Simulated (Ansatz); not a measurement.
## Electron scattering at the Σ5 (210) boundary in fcc Ir, starting shift (0.5, 0.5): cost of one run

Ansatz 0.2.0; Ansatz plane-wave DFT, PBE, PAW files; relaxation of a bicrystal slab with its lowest layers held; PAW set soft_1. The cell holds 21 atoms.

input.yaml reads:

```yaml
crystal:
  lattice:
    - [4.7022854592, 0.0, 0.0]
    - [1.5674284864, 3.5048766455, 0.0]
    - [0.0, 0.0, 29.0288347253]
  atoms:
    - { symbol: Ir, position: [0.6, 0.6999999999, 0.1722425322] }
    - { symbol: Ir, position: [0.2, 0.3999999999, 0.2018171241] }
    - { symbol: Ir, position: [0.8, 0.0999999999, 0.2313917159] }
[... 12 atom lines left out ...]
    - { symbol: Ir, position: [0.3, 0.5999999999, 0.645436002] }
    - { symbol: Ir, position: [0.7, 0.8999999999, 0.6750105939] }
    - { symbol: Ir, position: [0.1, 0.1999999999, 0.7045851858] }
    - { symbol: Ir, position: [0.5, 0.4999999999, 0.7341597776] }
    - { symbol: Ir, position: [0.9000000001, 0.7999999998, 0.7637343695] }
    - { symbol: Ir, position: [0.3000000001, 0.0999999998, 0.7933089614] }
kpoints:
  mp_grid: { grid: [7, 7, 1] }
hamiltonian:
  xc: pbe
  pseudopotentials: { kind: paw, azcp: { folder: soft_1 } }
scf:
  occupations: { method: fermi_dirac, width: 0.1 }
relax:
  f_tol: 0.03
  max_steps: 80
  constraints: [{ sites: [0, 1, 2, 3] }]
```

Launch:

```console
> ansatz run input.yaml --threads 4 --pin off --max-ram 15360MiB --backend cpu --events-out ev --progress --plain --runs-dir out
```

The cutoff in use is 420 eV. For reference, a run of the same kind (22 atoms, 16 k-points, 225 bands and 9,349 plane waves; 39 SCF cycles) took 5.5 min and 2.8 GiB on the same hardware.

Q: Estimate wall time and peak memory on 4 threads of Arm Neoverse V1, shared host.

A cutoff of 420 eV is a sphere of radius 10.5 Å⁻¹, so a cell of 478 Å³ holds about V·G³/6π² = 9,350 plane waves. At two electrons a band, the 357 electrons need 179 bands, and 36 more are carried. Symmetry cuts the 7×7×1 mesh from 49 to 25 points. The run has 25 k-points, 215 bands and 9,349 plane waves. Taking the work of a cycle as k-points × spins × bands × plane waves, that is 1.5 times the reference, or 8.2 min at the reference's 39 cycles. The run needed 90 SCF cycles over 14 ionic steps, which makes it about 19 min. One copy of the wavefunctions takes 0.75 GiB at 16 bytes a coefficient, against 0.5 GiB in the reference; grids, projectors and work arrays come on top. Measured: about 20 min, with a peak of 3.1 GiB. The estimate holds within 25 %.

[Logs are printed without paths, hosts, clocks, repeated set-up lines and the standing remarks that a program may print on its own settings, such as how far it seeks lower states.]

[Hosts, paths, dates, database ids (printed as entryN), source tags and the programs' standing remarks are cut or masked in the printed files.]
